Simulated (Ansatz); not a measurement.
# La on Cu(110): change of the work function, part 2 of 3

Aim: the work function of Cu(110) at several coverages of La (hollow site), and the dipole that each adsorbate carries.

Ansatz 0.2.0; plane-wave DFT, PBE, Ansatz PAW.

So far, work function, upper face (eV): step 2 (the clean slab) 4.43.

## 3. Adsorbate added, k-mesh 4×4×1, coverage 0.111 ML

System of this step: La/Cu(110). The cell holds 37 atoms: 36 Cu and 1 La. Cell: a = 10.830 Å, b = 7.658 Å, c = 24.498 Å, α = 90.0°, β = 90.0°, γ = 90.0°. Vacuum lies along c.

The clean slab as it ended is repeated in the plane and the adsorbate is set on one face; the cell's size fixes the coverage, and the k-mesh shrinks with it to keep the sampling density about even. Adsorbate and upper layers relax, since the dipole depends on the height.

File input.yaml:

```yaml
crystal:
  lattice:
    - [10.83, 0.0, 0.0]
    - [0.0, 7.6579664403, 0.0]
    - [0.0, 0.0, 24.497804454]
  atoms:
    - { symbol: Cu, position: [0.1666666667, 0.1666666667, 0.3673798612] }
    - { symbol: Cu, position: [0.0, 0.0, 0.4194795399] }
    - { symbol: Cu, position: [0.1666666667, 0.1666666667, 0.4746831778] }
    - { symbol: Cu, position: [0.0, 0.0, 0.522293368] }
    - { symbol: Cu, position: [0.1666666667, 0.5, 0.3673798612] }
    - { symbol: Cu, position: [0.0, 0.3333333333, 0.4194795399] }
    - { symbol: Cu, position: [0.1666666667, 0.5, 0.4746831778] }
    - { symbol: Cu, position: [0.0, 0.3333333333, 0.522293368] }
    - { symbol: Cu, position: [0.1666666667, 0.8333333333, 0.3673798612] }
    - { symbol: Cu, position: [0.0, 0.6666666667, 0.4194795399] }
    - { symbol: Cu, position: [0.1666666667, 0.8333333333, 0.4746831778] }
    - { symbol: Cu, position: [0.0, 0.6666666667, 0.522293368] }
    - { symbol: Cu, position: [0.5, 0.1666666667, 0.3673798612] }
    - { symbol: Cu, position: [0.3333333333, 0.0, 0.4194795399] }
    - { symbol: Cu, position: [0.5, 0.1666666667, 0.4746831778] }
    - { symbol: Cu, position: [0.3333333333, 0.0, 0.522293368] }
    - { symbol: Cu, position: [0.5, 0.5, 0.3673798612] }
    - { symbol: Cu, position: [0.3333333333, 0.3333333333, 0.4194795399] }
    - { symbol: Cu, position: [0.5, 0.5, 0.4746831778] }
    - { symbol: Cu, position: [0.3333333333, 0.3333333333, 0.522293368] }
    - { symbol: Cu, position: [0.5, 0.8333333333, 0.3673798612] }
    - { symbol: Cu, position: [0.3333333333, 0.6666666667, 0.4194795399] }
    - { symbol: Cu, position: [0.5, 0.8333333333, 0.4746831778] }
    - { symbol: Cu, position: [0.3333333333, 0.6666666667, 0.522293368] }
    - { symbol: Cu, position: [0.8333333333, 0.1666666667, 0.3673798612] }
    - { symbol: Cu, position: [0.6666666667, 0.0, 0.4194795399] }
    - { symbol: Cu, position: [0.8333333333, 0.1666666667, 0.4746831778] }
    - { symbol: Cu, position: [0.6666666667, 0.0, 0.522293368] }
    - { symbol: Cu, position: [0.8333333333, 0.5, 0.3673798612] }
    - { symbol: Cu, position: [0.6666666667, 0.3333333333, 0.4194795399] }
    - { symbol: Cu, position: [0.8333333333, 0.5, 0.4746831778] }
    - { symbol: Cu, position: [0.6666666667, 0.3333333333, 0.522293368] }
    - { symbol: Cu, position: [0.8333333333, 0.8333333333, 0.3673798612] }
    - { symbol: Cu, position: [0.6666666667, 0.6666666667, 0.4194795399] }
    - { symbol: Cu, position: [0.8333333333, 0.8333333333, 0.4746831778] }
    - { symbol: Cu, position: [0.6666666667, 0.6666666667, 0.522293368] }
    - { symbol: La, position: [0.1666666667, 0.1666666667, 0.6326201388] }
kpoints:
  mp_grid: { grid: [4, 4, 1] }
hamiltonian:
  xc: pbe
scf:
  occupations: { method: fermi_dirac, width: 0.1 }
  convergence: { dr2_threshold: 1.0e-08 }
efield:
  axis: 3
  dipole_correction: true
  ramp_position: 0.97
  ramp_width: 0.06
relax:
  f_tol: 0.02
  max_steps: 60
  constraints:
    - { sites: [0, 1, 4, 5, 8, 9, 12, 13, 16, 17, 20, 21, 24, 25, 28, 29, 32, 33] }
output:
  write_potential: true
  write_density: true
  volumetric_format: npy
```

Started as:

```console
$ ansatz run input.yaml --threads 4 --pin off --max-ram 16384MiB --backend cpu --events-out ev --progress --plain --runs-dir out
```

Numbers of over 12 decimals in the logs are rounded to 6 here.

What it wrote:

```text
[...]
Crystal: 37 atoms, lattice volume = 2031.744 Å³
Basis set: ecut = 420 eV, 39685 PW (Γ), exchange–correlation on 150×108×360 points (8 copies of the dense FFT grid, shifted against one another)
Bands: 417, of which v1, the nominal top of the filled ones, is band 348 counted from 1 (347 counted from 0)
Symmetry: 4 space group operations
[...]
k-points: 9 of 16
[...]
SCF iter   1: F=—  HF=-244739.162633 eV  |F-HF|=—  |Δ(HF+E_count)|=         —  Δρ=1.84e-2  dr2=2.36e1  ethr=1.77e-3  p=0.863 e·Å  D=7.68e-2 V/Å  ΔV_dip=-1.88 eV  dr2_dipole=3.25e0  V_vac-E_F(+/−)=2.60/4.49 eV  ⟨swp⟩=11.1  Hψ=18566  notcnv=0  defer=73
[...]
SCF iter  17: F=-244738.947476 eV  HF=-244738.947476 eV  |F-HF|=1.39e-8  |Δ(HF+E_count)|=   1.59e-8  Δρ=5.45e-7  dr2=7.12e-9  ethr=1.44e-12  p=0.859 e·Å  D=7.65e-2 V/Å  ΔV_dip=-1.87 eV  dr2_dipole=5.19e-10  V_vac-E_F(+/−)=2.54/4.42 eV  ⟨swp⟩=6.7  Hψ=23730  notcnv=0
SCF 1 converged in 17 iterations: F = -244738.947476 eV  dr2 = 7.12e-9
[...]
relax step   1: F+E_penalty+E_count = -244738.94747641 eV  Δ(F+E_penalty+E_count) = +0.000e0 eV  max|allowed force component| = 2.422e0 eV/Å  Δτ_max = 0.0000 Å  (17 SCF iters, accepted)
[...]
SCF iter  13: F=-244739.462226 eV  HF=-244739.462226 eV  |F-HF|=3.29e-8  |Δ(HF+E_count)|=   8.35e-8  Δρ=5.21e-7  dr2=5.65e-9  ethr=1.44e-12  p=0.868 e·Å  D=7.73e-2 V/Å  ΔV_dip=-1.89 eV  dr2_dipole=1.04e-10  V_vac-E_F(+/−)=2.53/4.42 eV  ⟨swp⟩=8.4  Hψ=23710  notcnv=0
SCF 2 converged in 13 iterations: F = -244739.462226 eV  dr2 = 5.65e-9
relax step   2: F+E_penalty+E_count = -244739.46222626 eV  Δ(F+E_penalty+E_count) = -5.147e-1 eV  max|allowed force component| = 2.376e0 eV/Å  Δτ_max = 0.1963 Å  (13 SCF iters, accepted)
SCF iter   1: F=—  HF=-244739.973563 eV  |F-HF|=—  |Δ(HF+E_count)|=         —  Δρ=1.97e-3  dr2=9.91e-2  ethr=1.36e-4  p=0.868 e·Å  D=7.73e-2 V/Å  ΔV_dip=-1.89 eV  dr2_dipole=2.78e-4  V_vac-E_F(+/−)=2.54/4.44 eV  ⟨swp⟩=4.8  Hψ=8303  notcnv=1  defer=260
[...]
SCF iter  13: F=-244739.959489 eV  HF=-244739.959489 eV  |F-HF|=7.40e-8  |Δ(HF+E_count)|=   3.23e-9  Δρ=6.71e-7  dr2=9.46e-9  ethr=1.44e-12  p=0.857 e·Å  D=7.64e-2 V/Å  ΔV_dip=-1.87 eV  dr2_dipole=1.08e-9  V_vac-E_F(+/−)=2.56/4.43 eV  ⟨swp⟩=7.0  Hψ=24930  notcnv=0
SCF 3 converged in 13 iterations: F = -244739.959489 eV  dr2 = 9.46e-9
relax step   3: F+E_penalty+E_count = -244739.95948919 eV  Δ(F+E_penalty+E_count) = -4.973e-1 eV  max|allowed force component| = 2.075e0 eV/Å  Δτ_max = 0.1960 Å  (13 SCF iters, accepted)
[...]
relax step   4: F+E_penalty+E_count = -244740.33507827 eV  Δ(F+E_penalty+E_count) = -3.756e-1 eV  max|allowed force component| = 1.457e0 eV/Å  Δτ_max = 0.1982 Å  (13 SCF iters, accepted)
[...]
relax step   5: F+E_penalty+E_count = -244740.56125057 eV  Δ(F+E_penalty+E_count) = -2.262e-1 eV  max|allowed force component| = 9.403e-1 eV/Å  Δτ_max = 0.2000 Å  (14 SCF iters, accepted)
[...]
relax step   6: F+E_penalty+E_count = -244740.66858825 eV  Δ(F+E_penalty+E_count) = -1.073e-1 eV  max|allowed force component| = 2.570e-1 eV/Å  Δτ_max = 0.2000 Å  (14 SCF iters, accepted)
[...]
relax step   7: F+E_penalty+E_count = -244740.67763008 eV  Δ(F+E_penalty+E_count) = -9.042e-3 eV  max|allowed force component| = 3.825e-2 eV/Å  Δτ_max = 0.0309 Å  (11 SCF iters, accepted)
SCF iter   1: F=—  HF=-244740.677535 eV  |F-HF|=—  |Δ(HF+E_count)|=         —  Δρ=1.82e-4  dr2=4.31e-4  ethr=7.56e-7  p=0.696 e·Å  D=6.20e-2 V/Å  ΔV_dip=-1.52 eV  dr2_dipole=1.33e-5  V_vac-E_F(+/−)=2.91/4.43 eV  ⟨swp⟩=3.0  Hψ=6585  notcnv=0  defer=300
[...]
SCF iter   9: F=-244740.677829 eV  HF=-244740.677829 eV  |F-HF|=2.26e-8  |Δ(HF+E_count)|=   1.24e-8  Δρ=4.53e-7  dr2=3.95e-9  ethr=1.44e-12  p=0.694 e·Å  D=6.18e-2 V/Å  ΔV_dip=-1.51 eV  dr2_dipole=6.97e-12  V_vac-E_F(+/−)=2.91/4.43 eV  ⟨swp⟩=8.1  Hψ=23320  notcnv=0
SCF 8 converged in 9 iterations: F = -244740.677829 eV  dr2 = 3.95e-9
relax step   8: F+E_penalty+E_count = -244740.67782914 eV  Δ(F+E_penalty+E_count) = -1.991e-4 eV  max|allowed force component| = 6.752e-3 eV/Å  Δτ_max = 0.0056 Å  (9 SCF iters, accepted)
NSCF: frozen V_eff on 9 k-points
the band table was solved once a step of the walk had ended and its energy, with any forces and stress, was formed, with the checks that follow a solve (15331 applications of the Hamiltonian). They found nothing against the state; the energy, forces and stress were not computed again (output.eigenvalues in the input reference)
SCF converged after 9 iterations
Free energy (F): -244740.677829 eV
[...]
Internal energy: -244740.126280 eV  (E = F + TS)
E sigma→0 (E₀):  -244740.402055 eV
Entropy (-TS):   -0.551549 eV (-14.907 meV/atom)
Fermi energy:    0.910721 eV
Dipole field:    D = 0.061809 V/Å  (p = 0.694000 e·Å, saw-weighted, corrected)
Work function:   Φ+ = 2.9121 eV   Φ− = 4.4263 eV
[...]
--- Forces (eV/Å), atoms counted from 1 ---
  atom   1  Cu     0.00000000     0.00000000     0.33758240
  atom   2  Cu     0.02361051    -0.05537293    -0.42028682
  atom   3  Cu     0.00000000     0.00000000    -0.00195440
  atom   4  Cu     0.00202984     0.00339353     0.00140951
  atom   5  Cu     0.00000000     0.00058314     0.54222808
  atom   6  Cu     0.02361051     0.05537293    -0.42028682
  atom   7  Cu     0.00000000     0.00011361     0.00010059
  atom   8  Cu     0.00202984    -0.00339353     0.00140951
  atom   9  Cu     0.00000000    -0.00058314     0.54222808
  atom  10  Cu     0.14778484     0.00000000    -0.23164766
  atom  11  Cu     0.00000000    -0.00011361     0.00010059
  atom  12  Cu     0.00089797     0.00000000     0.00416703
  atom  13  Cu    -0.00587227     0.00000000     0.38537707
  atom  14  Cu    -0.02361051    -0.05537293    -0.42028682
  atom  15  Cu     0.00071388     0.00000000     0.00003216
  atom  16  Cu    -0.00202984     0.00339353     0.00140951
  atom  17  Cu    -0.02128399     0.01469440     0.37838177
  atom  18  Cu    -0.02361051     0.05537293    -0.42028682
  atom  19  Cu     0.00097465     0.00003924     0.00056298
  atom  20  Cu    -0.00202984    -0.00339353     0.00140951
  atom  21  Cu    -0.02128399    -0.01469440     0.37838177
  atom  22  Cu    -0.14778484     0.00000000    -0.23164766
  atom  23  Cu     0.00097465    -0.00003924     0.00056298
  atom  24  Cu    -0.00089797     0.00000000     0.00416703
  atom  25  Cu     0.00587227     0.00000000     0.38537707
  atom  26  Cu     0.00000000    -0.04318093    -0.51043509
  atom  27  Cu    -0.00071388     0.00000000     0.00003216
  atom  28  Cu     0.00000000    -0.00052454     0.00007398
  atom  29  Cu     0.02128399     0.01469440     0.37838177
  atom  30  Cu     0.00000000     0.04318093    -0.51043509
  atom  31  Cu    -0.00097465     0.00003924     0.00056298
  atom  32  Cu     0.00000000     0.00052454     0.00007398
  atom  33  Cu     0.02128399    -0.01469440     0.37838177
  atom  34  Cu     0.00000000     0.00000000    -0.54426966
  atom  35  Cu    -0.00097465    -0.00003924     0.00056298
  atom  36  Cu     0.00000000     0.00000000    -0.00468651
  atom  37  La     0.00000000     0.00000000    -0.00675181
  max |Σ_I F_I| component: 1.79e-5 eV/Å
--- Band table (eV; the first three rows and the last of 9) ---
  k-point 0: bands = [... 344 lower, 0.0540, 0.6429, 0.7710, 0.9064, 0.9129, 0.9494, 0.9560, 1.5515, ... 65 higher]
  k-point 1: bands = [... 344 lower, 0.3023, 0.3066, 0.4954, 1.0521, 1.1571, 1.2406, 1.3843, 1.4418, ... 65 higher]
  k-point 2: bands = [... 344 lower, 0.8143, 0.8690, 0.9265, 0.9621, 1.1840, 1.1847, 1.2430, 1.2806, ... 65 higher]
  k-point 8: bands = [... 344 lower, 0.7843, 0.9660, 0.9713, 1.0171, 1.0482, 1.0508, 1.0631, 1.0725, ... 65 higher]
--- Relaxed structure (8 steps of the walk, 8 accepted, 0 SCFs on fresh bases) ---
  F+E_penalty+E_count = -244740.67782914 eV   max|allowed force component| = 6.752e-3 eV/Å
  atoms:
    - { symbol: Cu, position: [0.166667, 0.166667, 0.367380] }
    - { symbol: Cu, position: [1.6666659794015235e-11, 1.6666659794015235e-11, 0.4194795399] }
    - { symbol: Cu, position: [0.166667, 0.166667, 0.473099] }
    - { symbol: Cu, position: [-0.00974297, -0.00031479, 0.522597] }
    - { symbol: Cu, position: [0.166667, 0.500000, 0.367380] }
    - { symbol: Cu, position: [1.6666659794015235e-11, 0.333333, 0.4194795399] }
    - { symbol: Cu, position: [0.166667, 0.497968, 0.478978] }
    - { symbol: Cu, position: [-0.00974297, 0.333648, 0.522597] }
    - { symbol: Cu, position: [0.166667, 0.833333, 0.367380] }
    - { symbol: Cu, position: [1.6666659794015235e-11, 0.666667, 0.4194795399] }
    - { symbol: Cu, position: [0.166667, 0.835365, 0.478978] }
    - { symbol: Cu, position: [-0.00390828, 0.666667, 0.524023] }
    - { symbol: Cu, position: [0.500000, 0.166667, 0.367380] }
    - { symbol: Cu, position: [0.333333, 1.6666659794015235e-11, 0.4194795399] }
    - { symbol: Cu, position: [0.503480, 0.166667, 0.473212] }
    - { symbol: Cu, position: [0.343076, -0.00031479, 0.522597] }
    - { symbol: Cu, position: [0.500000, 0.500000, 0.367380] }
    - { symbol: Cu, position: [0.333333, 0.333333, 0.4194795399] }
    - { symbol: Cu, position: [0.502434, 0.501977, 0.473551] }
    - { symbol: Cu, position: [0.343076, 0.333648, 0.522597] }
    - { symbol: Cu, position: [0.500000, 0.833333, 0.367380] }
    - { symbol: Cu, position: [0.333333, 0.666667, 0.4194795399] }
    - { symbol: Cu, position: [0.502434, 0.831357, 0.473551] }
    - { symbol: Cu, position: [0.337242, 0.666667, 0.524023] }
    - { symbol: Cu, position: [0.833333, 0.166667, 0.367380] }
    - { symbol: Cu, position: [0.666667, 1.6666659794015235e-11, 0.4194795399] }
    - { symbol: Cu, position: [0.829853, 0.166667, 0.473212] }
    - { symbol: Cu, position: [0.666667, -0.000897665, 0.522466] }
    - { symbol: Cu, position: [0.833333, 0.500000, 0.367380] }
    - { symbol: Cu, position: [0.666667, 0.333333, 0.4194795399] }
    - { symbol: Cu, position: [0.830899, 0.501977, 0.473551] }
    - { symbol: Cu, position: [0.666667, 0.334231, 0.522466] }
    - { symbol: Cu, position: [0.833333, 0.833333, 0.367380] }
    - { symbol: Cu, position: [0.666667, 0.666667, 0.4194795399] }
    - { symbol: Cu, position: [0.830899, 0.831357, 0.473551] }
    - { symbol: Cu, position: [0.666667, 0.666667, 0.523035] }
    - { symbol: La, position: [0.166667, 0.166667, 0.590878] }
```

The job ended after 57 min (4 threads of Intel Xeon Platinum 8259CL at 2.50GHz (Skylake/Cascade Lake), shared host; peak memory 9.8 GiB; 3.7 h of CPU time).

The steps of the relaxation:

```csv
step,energy less that of the first step (eV),largest force component (eV/Å)
1,0.0000,2.4221
2,-0.5148,2.3762
3,-1.0120,2.0746
4,-1.3876,1.4566
5,-1.6138,0.9403
6,-1.7211,0.2570
7,-1.7302,0.0382
8,-1.7304,0.0068
```

Forces are held to the 4 operations that the run works with; a distortion that breaks them can't arise in this run.

The atoms that moved most (Å):

```csv
atom,dx,dy,dz,length
La37,0.000,0.000,-1.023,1.023
Cu11,0.000,0.016,0.105,0.106
Cu7,0.000,-0.016,0.105,0.106
Cu4,-0.106,-0.002,0.007,0.106
Cu8,-0.106,0.002,0.007,0.106
Cu16,0.106,-0.002,0.007,0.106
Cu20,0.106,0.002,0.007,0.106
Cu12,-0.042,0.000,0.042,0.060
```

Final coordinates:

```xyz
37
Lattice="10.8300 0.0000 0.0000 0.0000 7.6580 0.0000 0.0000 0.0000 24.4978" Properties=species:S:1:pos:R:3
Cu    1.8050    1.2763    9.0000
Cu    0.0000    0.0000   10.2763
Cu    1.8050    1.2763   11.5899
Cu   -0.1055   -0.0024   12.8025
Cu    1.8050    3.8290    9.0000
Cu    0.0000    2.5527   10.2763
Cu    1.8050    3.8134   11.7339
Cu   -0.1055    2.5551   12.8025
Cu    1.8050    6.3816    9.0000
Cu    0.0000    5.1053   10.2763
Cu    1.8050    6.3972   11.7339
Cu   -0.0423    5.1053   12.8374
Cu    5.4150    1.2763    9.0000
Cu    3.6100    0.0000   10.2763
Cu    5.4527    1.2763   11.5927
Cu    3.7155   -0.0024   12.8025
Cu    5.4150    3.8290    9.0000
Cu    3.6100    2.5527   10.2763
Cu    5.4414    3.8441   11.6010
Cu    3.7155    2.5551   12.8025
Cu    5.4150    6.3816    9.0000
Cu    3.6100    5.1053   10.2763
Cu    5.4414    6.3665   11.6010
Cu    3.6523    5.1053   12.8374
Cu    9.0250    1.2763    9.0000
Cu    7.2200    0.0000   10.2763
Cu    8.9873    1.2763   11.5927
Cu    7.2200   -0.0069   12.7993
Cu    9.0250    3.8290    9.0000
Cu    7.2200    2.5527   10.2763
Cu    8.9986    3.8441   11.6010
Cu    7.2200    2.5595   12.7993
Cu    9.0250    6.3816    9.0000
Cu    7.2200    5.1053   10.2763
Cu    8.9986    6.3665   11.6010
Cu    7.2200    5.1053   12.8132
La    1.8050    1.2763   14.4752
```

Numbers from this step:

```
energy at zero smearing        : -244740.4021 eV
work function, upper face      : 2.912 eV
work function, lower face      : 4.426 eV
dipole along the normal        : 0.6940 e·Å
step between the vacuum levels : -1.514 eV
```

Running mean over 1.276 Å of the planar mean; the ramp of the sawtooth is left out. Electron's electrostatic potential energy less the Fermi level against z:

```csv
z (Å),electron's electrostatic potential energy less the Fermi level (eV)
3.0,4.43
3.5,4.43
4.0,4.43
4.5,4.43
5.0,4.42
5.5,4.42
6.0,4.40
6.5,4.35
7.0,4.18
7.5,3.56
8.0,0.982
8.5,-3.80
9.0,-7.49
9.5,-8.47
10.0,-8.62
10.5,-8.34
11.0,-8.18
11.5,-8.71
12.0,-9.53
12.5,-9.29
13.0,-7.09
13.5,-3.01
14.0,0.376
14.5,1.26
15.0,1.70
15.5,2.27
16.0,2.70
16.5,2.84
17.0,2.89
17.5,2.90
18.0,2.91
18.5,2.91
19.0,2.91
19.5,2.91
20.0,2.91
20.5,2.91
21.0,2.91
21.5,2.91
```

The relaxation took 8 steps and lowered the energy by 1.7 eV; the largest force on the free atoms ends at 0.0068 eV/Å.

The covered face has 2.91 eV, -1.52 eV against the clean one; the bare back face has moved by -0.00 eV, a measure of how thin the slab is.

(Part 2 of 3 ends here.)

[Logs are printed without paths, hosts, clocks, repeated set-up lines and the standing remarks that a program may print on its own settings, such as how far it seeks lower states.]

[Hosts, paths, dates, database ids (printed as entryN), source tags and the programs' standing remarks are cut or masked in the printed files.]

[Maps of the electrostatic potential energy from Ansatz leave out the sawtooth potential of an applied field or a dipole correction, so their vacuum need not be flat; planar profiles and work functions include it.]
